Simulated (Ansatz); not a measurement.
An input for Ansatz 0.2.0 (ZnAs2 (P2_1/c)):

```yaml
crystal:
  lattice:
    - [9.287, 0.0, 0.0]
    - [0.0, 7.691, 0.0]
    - [-1.7036414537, 0.0, 7.8267302111]
  atoms:
    - { symbol: Zn, position: [0.3925, 0.0963, 0.2207] }
    - { symbol: Zn, position: [0.6075, 0.5963, 0.2793] }
    - { symbol: Zn, position: [0.6075, 0.9037, 0.7793] }
    - { symbol: Zn, position: [0.3925, 0.4037, 0.7207] }
    - { symbol: Zn, position: [0.0809, 0.7479, 0.3957] }
    - { symbol: Zn, position: [0.9191, 0.2479, 0.1043] }
    - { symbol: Zn, position: [0.9191, 0.2521, 0.6043] }
    - { symbol: Zn, position: [0.0809, 0.7521, 0.8957] }
    - { symbol: As, position: [0.2414, 0.4918, 0.4368] }
    - { symbol: As, position: [0.7586, 0.9918, 0.0632] }
    - { symbol: As, position: [0.7586, 0.5082, 0.5632] }
    - { symbol: As, position: [0.2414, 0.0082, 0.9368] }
    - { symbol: As, position: [0.3803, 0.4224, 0.2226] }
    - { symbol: As, position: [0.6197, 0.9224, 0.2774] }
    - { symbol: As, position: [0.6197, 0.5776, 0.7774] }
    - { symbol: As, position: [0.3803, 0.0776, 0.7226] }
    - { symbol: As, position: [0.0691, 0.2532, 0.3919] }
    - { symbol: As, position: [0.9309, 0.7532, 0.1081] }
    - { symbol: As, position: [0.9309, 0.7468, 0.6081] }
    - { symbol: As, position: [0.0691, 0.2468, 0.8919] }
    - { symbol: As, position: [0.2401, 0.013, 0.4345] }
    - { symbol: As, position: [0.7599, 0.513, 0.0655] }
    - { symbol: As, position: [0.7599, 0.987, 0.5655] }
    - { symbol: As, position: [0.2401, 0.487, 0.9345] }
kpoints:
  mp_grid: { grid: [2, 2, 2] }
  band_path:
    path:
      - [0.0, 0.0, 0.0]
      - [0.0, 0.5, 0.0]
      - [0.0, 0.5, 0.5]
      - [0.0, 0.0, 0.5]
      - [-0.5, 0.0, 0.5]
      - [-0.5, 0.5, 0.5]
      - [-0.5, 0.5, 0.0]
      - [-0.5, 0.0, 0.0]
    npoints: 1
hamiltonian:
  xc: hse06
scf:
  occupations: { method: fermi_dirac, width: 0.02 }
  n_extra_bands: 24
magnetization:
  noncollinear: true
  spin_orbit: true
output:
  eigenvalues: true
```

```sh
ansatz run input.yaml --threads 32 --pin off --max-ram 129024MiB --backend cuda --events-out ev --progress --plain --runs-dir out --devices 1 --max-vram 157GiB
```

**Question.** Estimate wall time and host memory on 1 × NVIDIA GB200 with 32 threads of Arm Neoverse V2, shared host.

It took 98 s; on shared hardware allow 49 s to 3.3 min. Peak host memory was 9.0 GiB. The sizes that set the cost: 10935 plane waves a state, 8 irreducible k points and 22 SCF cycles.

Exact exchange couples every pair of k points and filled bands, so it costs far more than a semilocal run.

[Long decimals in the printed logs are rounded to 6 places.]

[Logs are printed without paths, hosts, clocks, repeated set-up lines and the standing remarks that a program may print on its own settings, such as how far it seeks lower states.]

[Paths, hosts, dates, memory and timing lines, banners, echoed tables and standing remarks are left out of the program output; an Ansatz launch command may be rebuilt from the run's recorded settings. Measured values are a selection of at most five: reports struck by readers or far from the other reports are left out. None is set beside runs whose start may be inverted or whose files or cutoffs have a known fault.]

[Runs of the session that timed out or met a known fault of the program may be left out.]

[Cells called generated may have been cut or substituted from an entry of the Crystallography Open Database or the Materials Project.]

[Hosts, paths, dates, database ids (printed as entryN), source tags and the programs' standing remarks are cut or masked in the printed files.]

[Where the starting crystal was built by hand or by swapping elements, it need not be the compound's stable phase.]
